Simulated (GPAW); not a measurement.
Consider zinc-blende (ZnSe)1-x(CdSe)x, x = 0.25.

```xyz
16
Lattice="0.0000 5.7635 5.7635 5.7635 0.0000 5.7635 5.7635 5.7635 0.0000" Properties=species:S:1:pos:R:3 pbc="T T T"
Zn    5.7656    0.0180    5.7673
Se    1.4386    1.4544    1.4502
Zn    2.8860    2.8917    0.0094
Se    4.3257    4.3362    1.4458
Zn    2.8734    0.0037    2.8771
Se    4.3766    1.3818    4.2550
Zn    5.7532    2.8966    2.8942
Se    7.2672    4.2654    4.2622
Zn    5.7556    8.6481    2.8936
Se    1.3692    4.4001    4.2531
Zn    8.6414    5.7684    8.6377
Se    4.2506    7.2692    4.2582
Cd    2.8615    2.8815    5.7426
Se    4.3106    4.3164    7.3372
Cd    5.7533    5.7637    5.7531
Se    7.1878    7.2127    7.3431
```

Absorber: atom 6, with 3 Zn at 2.46 Å and 1 Cd at 2.60 Å (distorted tetrahedral). Method: GPAW, LDA, excited-electron core hole (neutral cell), 16-atom cell with 8.2 Å between holes, 4×4×4 k points, dipole transitions, Gaussian full width 2.33 eV up to 4 eV, rising linearly to 3.5 eV at 25 eV.

Question: Where do the maxima of the Se K edge fall?

Main maxima up to 28 eV above the zero (height): 6.6 eV (1.53), 15.2 eV (1.00) and 26.0 eV (1.02). A K edge sees empty p states on the absorber. 

The Se K spectrum (energy from the bottom of the conduction band, which holds the excited electron; intensity scaled to a mean of 1 over the first 20 eV):

| E (eV) | intensity |
| --- | --- |
| -2.0 | 0.00 |
| -1.0 | 0.01 |
| 0.0 | 0.10 |
| 1.0 | 0.44 |
| 2.0 | 1.00 |
| 3.0 | 1.37 |
| 4.0 | 1.41 |
| 5.0 | 1.41 |
| 6.0 | 1.49 |
| 7.0 | 1.52 |
| 8.0 | 1.34 |
| 9.0 | 1.08 |
| 10.0 | 0.79 |
| 11.0 | 0.59 |
| 12.0 | 0.61 |
| 13.0 | 0.78 |
| 14.0 | 0.94 |
| 15.0 | 1.00 |
| 16.0 | 0.99 |
| 17.0 | 0.96 |
| 18.0 | 0.90 |
| 19.0 | 0.82 |
| 20.0 | 0.80 |
| 21.0 | 0.86 |
| 22.0 | 0.92 |
| 23.0 | 0.93 |
| 24.0 | 0.94 |
| 25.0 | 0.99 |
| 26.0 | 1.02 |
| 27.0 | 0.97 |
| 28.0 | 0.86 |
| 29.0 | 0.80 |

The script folds with a Gaussian, whereas the core hole's own line is a Lorentzian, so the onset is too steep and the first peak too high. Lifetime broadening is put in by hand, and intensities beyond about 20 eV depend on it and on the partial waves.

[Banner, clock and machine lines of the logs are left out without a mark of their own.]

[Logs are printed without paths, hosts, clocks, repeated set-up lines and the standing remarks that a program may print on its own settings, such as how far it seeks lower states.]

[Hosts, paths, dates, database ids (printed as entryN), source tags and the programs' standing remarks are cut or masked in the printed files.]

[Lists of maxima count a maximum above −3 eV only where it reaches 4 % of the highest in the window and stands out from its surroundings by 2 % of it (1.5 % where it reaches 55 %); shoulders and weaker maxima are passed over, and of the rest the first, up to two pre-edge ones and the few strongest are named.]
